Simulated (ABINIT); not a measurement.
**SrTiO3 (Tausonite): one start, several treatments of the self-energy**

Wanted: the gap of SrTiO3 (Tausonite) under several approximations, with cost.

Program: ABINIT 10.8.3. Level of theory: PBE and many-body steps on it, plane waves. Results are calculated unless marked as measured.

**What was measured.**

- Gap 3.77 eV: direct gap (M0 critical point); spectroscopic ellipsometry, second-derivative fit; 300 K; bulk crystal (commercial single crystal) (“Optical probe of ferroelectric order in bulk and thin film perovskite titanates”, 2013, arxiv:1309.1245).

**1. Set-up**

It takes space group Pm-3m (No. 221, cubic). The conventional cell has a = 3.905 Å, b = 3.905 Å, c = 3.905 Å, α = 90.00°, β = 90.00°, γ = 90.00°. Nearest to Sr lie 12 O at 2.76 Å. Ti has 6 O at 1.95 Å nearest. Nearest to O lie 2 Ti at 1.95 Å and 4 Sr at 2.76 Å. Farther neighbours and most contacts between anions are not listed.

The cell and positions come from the Crystallography Open Database and are kept as given unless a step says otherwise.

**2. Empty states on the mesh, 4×4×4 mesh, 205 bands**

This step: ABINIT 10.8.3; DFT, PBE, plane waves, norm-conserving pseudopotentials.

The sums over transitions need many empty states on a uniform mesh; this step solves for them.

The input, run.abi:

```
acell 3*1.0 Angstrom
rprim 
  3.905280000000 0.000000000000 0.000000000000
  0.000000000000 3.905280000000 0.000000000000
  0.000000000000 0.000000000000 3.905280000000
ntypat 3
znucl 38 22 8
natom 5
typat 1 2 3 3 3
xred 
  0.500000000000 0.500000000000 0.500000000000
  0.000000000000 0.000000000000 0.000000000000
  0.500000000000 0.000000000000 0.000000000000
  0.000000000000 0.500000000000 0.000000000000
  0.000000000000 0.000000000000 0.500000000000
pp_dirpath "pseudos"
pseudos "Sr.upf, Ti.upf, O.upf"
ecut 38
ngkpt 4 4 4
nshiftk 1
shiftk 0 0 0
kptopt 1
chksymbreak 0
irdden 1
istwfk *1
nband 205
prtvol 0
optdriver 6
gwr_task "HDIAGO"
paral_kgb 0
occopt 1
indata_prefix "in"
outdata_prefix "out"
tmpdata_prefix "tmp"
```

Run with:

```sh
OMP_NUM_THREADS=1 mpirun -n 8 abinit run.abi > log
```

Output:

```text
.Version 10.8.3 of ABINIT. v10.8.2 released Aug 2026.

 Symmetries : space group Pm -3 m (#221); Bravais cP (primitive cubic)
[... echo of the input left out ...]
== DATASET  1 ==================================================================
-   mpi_nproc: 8, omp_nthreads: 1 (-1 if OMP is not activated)

--- !DatasetInfo
iteration_state: {dtset: 1, }
dimensions: {natom: 5, nkpt: 10, mband: 205, nsppol: 1, nspinor: 1, nspden: 1, mpw: 4632, }
cutoff_energies: {ecut:  38.0, pawecutdg:  -1.0, }
[...]
Indirect band gap semiconductor
 Fundamental gap:     1.908 (eV)
   VBM:     6.925 (eV) at k: [ 5.0000E-01,  5.0000E-01,  5.0000E-01]
   CBM:     8.833 (eV) at k: [ 0.0000E+00,  0.0000E+00,  0.0000E+00]
 Direct gap:         2.263 (eV) at k: [ 0.0000E+00,  0.0000E+00,  0.0000E+00]

== END DATASET(S) ==============================================================
================================================================================

 -outvars: echo values of variables after computation  --------
           etotal      0.0000000000E+00
            nband         205
             nkpt          10
          spgroup         221
 [... the other variables as echoed above ...]

 Calculation completed.
```

The job ended after 4.9 min (8 MPI ranks of Arm Neoverse V1, shared host; peak memory 9.2 GiB).

This step gave:

* gap: 1.908 eV
* k of the valence top: 0.5, 0.5, 0.5
* k of the conduction bottom: 0, 0, 0
* least direct gap: 2.263 eV
* k points computed: 10
* lowest point of the top converged band, above the valence top: 107.3398 eV

On this mesh the gap is 1.908 eV.

The density comes from a self-consistent run that is not shown.

**3. Screening, 4×4×4 mesh, 197 bands, screening to 190.5 eV**

The RPA dielectric matrix is built and inverted for each q.

This step: RPA screening on PBE, plane waves, norm-conserving pseudopotentials.

run.abi: that of step 2 with these lines changed.

```diff
@@ -23,10 +23,11 @@
 chksymbreak 0
-irdden 1
 istwfk *1
-nband 205
-prtvol 0
-optdriver 6
-gwr_task "HDIAGO"
-paral_kgb 0
 occopt 1
+irdwfk 1
+optdriver 3
+nband 197
+ecuteps 7
+inclvkb 2
+awtr 1
+symchi 1
 indata_prefix "in"
```

Output:

```text
.Version 10.8.3 of ABINIT. v10.8.2 released Aug 2026.

 Symmetries : space group Pm -3 m (#221); Bravais cP (primitive cubic)
[... echo of the input left out ...]
== DATASET  1 ==================================================================
-   mpi_nproc: 8, omp_nthreads: 1 (-1 if OMP is not activated)

--- !DatasetInfo
iteration_state: {dtset: 1, }
dimensions: {natom: 5, nkpt: 10, mband: 197, nsppol: 1, nspinor: 1, nspden: 1, mpw: 4632, }
cutoff_energies: {ecut:  38.0, pawecutdg:  -1.0, }
electrons: {nelect:   4.00000000E+01, charge:   0.00000000E+00, occopt:   1.00000000E+00, tsmear:   1.00000000E-02, }

 SCREENING: Calculation of the susceptibility and dielectric matrices

 Based on a program developped by R.W. Godby, V. Olevano, G. Onida, and L. Reining.
 Incorporated in ABINIT by V. Olevano, G.-M. Rignanese, and M. Torrent.
.Using double precision arithmetic ; gwpc =  8

[... cell and pseudopotentials left out ...]
--------------------------------------------------------------------------------

 ==== K-mesh for the wavefunctions ====
 Number of points in the irreducible wedge :    10
[... list of points left out ...]
 Together with 48 symmetry operations and time-reversal symmetry
 yields    64 points in the full Brillouin Zone.

 ==== Q-mesh for the screening function ====
 Number of points in the irreducible wedge :    10
[... list of points left out ...]
 Together with 48 symmetry operations and time-reversal symmetry
 yields    64 points in the full Brillouin Zone.

 setmesh: FFT mesh size selected  =    30x   30x   30
          total number of points  =        27000

 vcoul_init : cutoff-mode = AUXILIARY_FUNCTION
 q-points for optical limit:   1
     1)      0.000010    0.000020    0.000030

- screening: taking advantage of time-reversal symmetry
- Maximum band index for partially occupied states nbvw = 20
- Remaining bands to be divided among processors   nbcw = 177
- Number of bands treated by each node ~22

 Number of electrons calculated from density =   40.0000; Expected =   40.0000
 average of density, n =  0.099519
 r_s =    1.3387
 omega_plasma =   30.4305 [eV]

 calculating chi0 at frequencies [eV] :
  1    0.000000E+00    0.000000E+00
  2    0.000000E+00    3.043050E+01

--------------------------------------------------------------------------------
  q-point number  1        q = ( 0.000000, 0.000000, 0.000000) [r.l.u.]
--------------------------------------------------------------------------------
[... chi0 elements left out ...]
 For q-point:  0.000010 0.000020 0.000030
  dielectric constant =   6.3915
  dielectric constant without local fields =   6.7756

  Average fulfillment of the sum rule on Im[epsilon] for q-point    1 :     75.07  [%]
[... wings left out ...]
  q-point number  2        q = ( 0.250000, 0.000000, 0.000000) [r.l.u.]
--------------------------------------------------------------------------------
[... chi0 elements left out ...]
  Average fulfillment of the sum rule on Im[epsilon] for q-point    2 :     83.03  [%]

 [... 8 further q-points ...]
```

Wall time 5 min (8 MPI ranks); peak memory 2.5 GiB; 36 min of CPU time.

This step gave:

| Property | Result |
| --- | --- |
| ε∞ with local fields, on this mesh, along the program's q direction | 6.391 |
| the same without local fields | 6.776 |
| plasma frequency | 30.43 eV |
| plane waves in the screening matrix | 365 |

Local fields lower ε∞ by 6 %. On a Γ-centred mesh this coarse the value itself is usually too large, while a short band sum pulls it down.

**4. G0W0, Godby-Needs plasmon pole**

The self-energy is evaluated for the states that the input lists, and the levels follow from it, in one-shot runs by the linearised quasiparticle equation.

This step: G0W0 on PBE, plane waves, norm-conserving pseudopotentials.

run.abi: that of step 3 with these lines changed.

```diff
@@ -26,8 +26,17 @@
 irdwfk 1
-optdriver 3
+optdriver 4
 nband 197
+gwcalctyp 0
+ecutsigx 38
+symsigma 1
+nkptgw 2
+kptgw 
+  0.5000000000 0.5000000000 0.5000000000
+  0.0000000000 0.0000000000 0.0000000000
+bdgw 
+  18 23
+  18 23
 ecuteps 7
-inclvkb 2
-awtr 1
-symchi 1
+irdscr 1
+ppmodel 1
 indata_prefix "in"
```

Output:

```text
.Version 10.8.3 of ABINIT. v10.8.2 released Aug 2026.

 Symmetries : space group Pm -3 m (#221); Bravais cP (primitive cubic)
[... echo of the input left out ...]
== DATASET  1 ==================================================================
-   mpi_nproc: 8, omp_nthreads: 1 (-1 if OMP is not activated)

--- !DatasetInfo
iteration_state: {dtset: 1, }
dimensions: {natom: 5, nkpt: 10, mband: 197, nsppol: 1, nspinor: 1, nspden: 1, mpw: 4632, }
cutoff_energies: {ecut:  38.0, pawecutdg:  -1.0, }
electrons: {nelect:   4.00000000E+01, charge:   0.00000000E+00, occopt:   1.00000000E+00, tsmear:   1.00000000E-02, }

 SIGMA: Calculation of the GW corrections

 Based on a program developped by R.W. Godby, V. Olevano, G. Onida, and L. Reining.
 Incorporated in ABINIT by V. Olevano, G.-M. Rignanese, and M. Torrent.
.Using double precision arithmetic ; gwpc =  8

[... cell and pseudopotentials left out ...]
--------------------------------------------------------------------------------

 ==== K-mesh for the wavefunctions ====
 Number of points in the irreducible wedge :    10
[... list of points left out ...]
 Together with 48 symmetry operations and time-reversal symmetry
 yields    64 points in the full Brillouin Zone.

 ==== Q-mesh for screening function ====
 Number of points in the irreducible wedge :    10
[... list of points left out ...]
 Together with 48 symmetry operations and time-reversal symmetry
 yields    64 points in the full Brillouin Zone.

 vcoul_init : cutoff-mode = AUXILIARY_FUNCTION
 q-points for optical limit:   1
     1)      0.000010    0.000020    0.000030
 setmesh: FFT mesh size selected  =    45x   45x   45
          total number of points  =        91125

 Number of electrons calculated from density =   40.0000; Expected =   40.0000
 average of density, n =  0.099519
 r_s =    1.3387
 omega_plasma =   30.4305 [eV]

 === KS Band Gaps ===
  >>>> For spin  1
   Minimum direct gap =   2.2628 [eV], located at k-point      :   0.0000  0.0000  0.0000
   Fundamental gap    =   1.9077 [eV], Top of valence bands at :   0.5000  0.5000  0.5000
                                       Bottom of conduction at :   0.0000  0.0000  0.0000
 SIGMA fundamental parameters:
 PLASMON POLE MODEL  1
 number of plane-waves for SigmaX                 4457
 number of plane-waves for SigmaC and W            365
 number of plane-waves for wavefunctions          4457
 number of bands                                   197
 number of independent spin polarizations            1
 number of spinorial components                      1
 number of k-points in IBZ                          10
 number of q-points in IBZ                          10
 number of symmetry operations                      48
 number of k-points in BZ                           64
 number of q-points in BZ                           64
 number of frequencies for dSigma/dE                 9
 frequency step for dSigma/dE [eV]                0.25
 number of omega for Sigma on real axis              0
 max omega for Sigma on real axis  [eV]           0.00
 zcut for avoiding poles [eV]                     0.10

 EPSILON^-1 parameters (SCR file):
 dimension of the eps^-1 matrix on file            365
 dimension of the eps^-1 matrix used               365
 number of plane-waves for wavefunctions          4457
 number of bands                                   197
 number of q-points in IBZ                          10
 number of frequencies                               2
 number of real frequencies                          1
 number of imag frequencies                          1

 matrix elements of self-energy operator (all in [eV])

 Perturbative Calculation

--- !SelfEnergy_ee
iteration_state: {dtset: 1, }
kpoint     : [   0.500,    0.500,    0.500, ]
spin       : 1
KS_gap     :    4.517
QP_gap     :    6.363
Delta_QP_KS:    1.846
data: !SigmaeeData |
     Band     E0 <VxcDFT>   SigX SigC(E0)      Z dSigC/dE  Sig(E)    E-E0       E
       18   6.925 -20.195 -25.189   4.746   0.767  -0.305 -20.384  -0.190   6.736
       19   6.925 -20.195 -25.189   4.746   0.767  -0.305 -20.384  -0.190   6.736
       20   6.925 -20.195 -25.189   4.746   0.767  -0.305 -20.384  -0.190   6.736
       21  11.442 -21.983 -12.959  -6.731   0.722  -0.385 -20.327   1.656  13.098
       22  11.442 -21.983 -12.959  -6.731   0.722  -0.385 -20.327   1.656  13.098
       23  11.442 -21.983 -12.959  -6.731   0.722  -0.385 -20.327   1.656  13.098

--- !SelfEnergy_ee
iteration_state: {dtset: 1, }
kpoint     : [   0.000,    0.000,    0.000, ]
spin       : 1
KS_gap     :    2.263
QP_gap     :    3.853
Delta_QP_KS:    1.590
data: !SigmaeeData |
     Band     E0 <VxcDFT>   SigX SigC(E0)      Z dSigC/dE  Sig(E)    E-E0       E
[...]
21   8.833 -18.883 -11.450  -5.663   0.781  -0.281 -17.500   1.382  10.215
       22   8.833 -18.883 -11.450  -5.663   0.781  -0.281 -17.500   1.382  10.215
       23   8.833 -18.883 -11.450  -5.663   0.781  -0.281 -17.500   1.382  10.215

== END DATASET(S) ==============================================================
================================================================================

 -outvars: echo values of variables after computation  --------
           etotal      0.0000000000E+00
            nband         197
             nkpt          10
          spgroup         221
 [... the other variables as echoed above ...]

 Calculation completed.
```

Elapsed: 46 s, on 8 MPI ranks; peak memory 2.4 GiB.

This step gave:

```
G0W0 gap on the points computed              : 3.479 eV
starting gap on the mesh                     : 1.908 eV
k of the valence top                         : 0.5, 0.5, 0.5
k of the conduction bottom                   : 0, 0, 0
Z at the valence top                         : 0.767
Z at the conduction bottom                   : 0.781
least direct G0W0 gap on the computed points : 3.852 eV
```

The gap on the mesh goes from 1.91 eV to 3.48 eV, a correction of +1.57 eV.

**5. G0W0, Hybertsen-Louie plasmon pole**

run.abi: that of step 4 with these lines changed.

```diff
@@ -40,3 +40,3 @@
 irdscr 1
-ppmodel 1
+ppmodel 2
 indata_prefix "in"
```

Output:

```text
.Version 10.8.3 of ABINIT. v10.8.2 released Aug 2026.

 Symmetries : space group Pm -3 m (#221); Bravais cP (primitive cubic)
[... echo of the input left out ...]
== DATASET  1 ==================================================================
-   mpi_nproc: 8, omp_nthreads: 1 (-1 if OMP is not activated)

--- !DatasetInfo
iteration_state: {dtset: 1, }
dimensions: {natom: 5, nkpt: 10, mband: 197, nsppol: 1, nspinor: 1, nspden: 1, mpw: 4632, }
cutoff_energies: {ecut:  38.0, pawecutdg:  -1.0, }
electrons: {nelect:   4.00000000E+01, charge:   0.00000000E+00, occopt:   1.00000000E+00, tsmear:   1.00000000E-02, }

 SIGMA: Calculation of the GW corrections

 Based on a program developped by R.W. Godby, V. Olevano, G. Onida, and L. Reining.
 Incorporated in ABINIT by V. Olevano, G.-M. Rignanese, and M. Torrent.
.Using double precision arithmetic ; gwpc =  8

[... cell and pseudopotentials left out ...]
--------------------------------------------------------------------------------

 ==== K-mesh for the wavefunctions ====
 Number of points in the irreducible wedge :    10
[... list of points left out ...]
 Together with 48 symmetry operations and time-reversal symmetry
 yields    64 points in the full Brillouin Zone.

 ==== Q-mesh for screening function ====
 Number of points in the irreducible wedge :    10
[... list of points left out ...]
 Together with 48 symmetry operations and time-reversal symmetry
 yields    64 points in the full Brillouin Zone.

 vcoul_init : cutoff-mode = AUXILIARY_FUNCTION
 q-points for optical limit:   1
     1)      0.000010    0.000020    0.000030
 setmesh: FFT mesh size selected  =    45x   45x   45
          total number of points  =        91125

 Number of electrons calculated from density =   40.0000; Expected =   40.0000
[...]
number of omega for Sigma on real axis              0
 max omega for Sigma on real axis  [eV]           0.00
 zcut for avoiding poles [eV]                     0.10

 EPSILON^-1 parameters (SCR file):
 dimension of the eps^-1 matrix on file            365
 dimension of the eps^-1 matrix used               365
 number of plane-waves for wavefunctions          4457
 number of bands                                   197
 number of q-points in IBZ                          10
 number of frequencies                               2
 number of real frequencies                          1
 number of imag frequencies                          1

 matrix elements of self-energy operator (all in [eV])

 Perturbative Calculation

--- !SelfEnergy_ee
iteration_state: {dtset: 1, }
kpoint     : [   0.500,    0.500,    0.500, ]
spin       : 1
KS_gap     :    4.517
QP_gap     :    7.449
Delta_QP_KS:    2.932
data: !SigmaeeData |
     Band     E0 <VxcDFT>   SigX SigC(E0)      Z dSigC/dE  Sig(E)    E-E0       E
       18   6.925 -20.195 -25.189   4.106   0.831  -0.203 -20.933  -0.738   6.187
       19   6.925 -20.195 -25.189   4.106   0.831  -0.203 -20.933  -0.738   6.187
       20   6.925 -20.195 -25.189   4.106   0.831  -0.203 -20.933  -0.738   6.187
[...]
--- !SelfEnergy_ee
iteration_state: {dtset: 1, }
kpoint     : [   0.000,    0.000,    0.000, ]
spin       : 1
KS_gap     :    2.263
QP_gap     :    4.544
Delta_QP_KS:    2.281
data: !SigmaeeData |
     Band     E0 <VxcDFT>   SigX SigC(E0)      Z dSigC/dE  Sig(E)    E-E0       E
[...]
22   8.833 -18.883 -11.450  -5.595   0.850  -0.176 -17.321   1.562  10.395
       23   8.833 -18.883 -11.450  -5.595   0.850  -0.176 -17.321   1.562  10.395

== END DATASET(S) ==============================================================
================================================================================

 -outvars: echo values of variables after computation  --------
           etotal      0.0000000000E+00
            nband         197
             nkpt          10
          spgroup         221
 [... the other variables as echoed above ...]

 Calculation completed.
```

Elapsed: 40 s, on 8 MPI ranks; peak memory 2.3 GiB.

This step gave:

```yaml
g0w0_gap_on_the_points_computed: 4.208 eV
starting_gap_on_the_mesh: 1.908 eV
k_of_the_valence_top: 0.5, 0.5, 0.5
k_of_the_conduction_bottom: 0, 0, 0
z_at_the_valence_top: 0.831
z_at_the_conduction_bottom: 0.85
least_direct_g0w0_gap_on_the_computed_points: 4.544 eV
```

Against G0W0 in ABINIT (4×4×4 mesh, 197 bands, screening to 190.5 eV, Godby-Needs plasmon pole), the gap moves by +0.729 eV.

**6. G0W0, von der Linden-Horsch plasmon pole**

run.abi: that of step 5 with these lines changed.

```diff
@@ -40,3 +40,3 @@
 irdscr 1
-ppmodel 2
+ppmodel 3
 indata_prefix "in"
```

Output:

```text
.Version 10.8.3 of ABINIT. v10.8.2 released Aug 2026.

 Symmetries : space group Pm -3 m (#221); Bravais cP (primitive cubic)
[... echo of the input left out ...]
== DATASET  1 ==================================================================
-   mpi_nproc: 8, omp_nthreads: 1 (-1 if OMP is not activated)

--- !DatasetInfo
iteration_state: {dtset: 1, }
dimensions: {natom: 5, nkpt: 10, mband: 197, nsppol: 1, nspinor: 1, nspden: 1, mpw: 4632, }
cutoff_energies: {ecut:  38.0, pawecutdg:  -1.0, }
[...]
Band     E0 <VxcDFT>   SigX SigC(E0)      Z dSigC/dE  Sig(E)    E-E0       E
[...]
22   8.833 -18.883 -11.450  -5.984   0.846  -0.182 -17.657   1.226  10.059
       23   8.833 -18.883 -11.450  -5.984   0.846  -0.182 -17.657   1.226  10.059

== END DATASET(S) ==============================================================
================================================================================

 -outvars: echo values of variables after computation  --------
           etotal      0.0000000000E+00
            nband         197
             nkpt          10
          spgroup         221
 [... the other variables as echoed above ...]

 Calculation completed.
```

Run time: 42 s. Hardware: 8 MPI ranks; peak memory 2.1 GiB; 4.4 min of CPU time.

Numbers from this step:

```
G0W0 gap on the points computed              : 3.621 eV
starting gap on the mesh                     : 1.908 eV
k of the valence top                         : 0.5, 0.5, 0.5
k of the conduction bottom                   : 0, 0, 0
least direct G0W0 gap on the computed points : 3.990 eV
```

Against G0W0 in ABINIT (4×4×4 mesh, 197 bands, screening to 190.5 eV, Godby-Needs plasmon pole), the gap moves by +0.142 eV.

(Continued in part 2 of 2.)

[Paths, hosts, dates, memory and timing lines, banners, echoed tables and standing remarks are left out of the program output.]

[Logs are printed without paths, hosts, clocks, repeated set-up lines and the standing remarks that a program may print on its own settings, such as how far it seeks lower states.]

[Runs of the session that timed out or met a known fault of the program may be left out.]

[No measured gap is set beside runs whose start may be inverted or whose files or cutoffs have a known fault.]

[Hosts, paths, dates, database ids (printed as entryN), source tags and the programs' standing remarks are cut or masked in the printed files.]

[G0W0 gaps are taken among the corrected bands and points alone; a level outside them can change the order at an edge.]

[Where Ansatz stands beside ABINIT at settings called matched, ABINIT's density can come from a denser mesh and the files from another edition; pairs whose starting gaps differed by over 0.03 eV were left out, so agreement reads better than it is.]
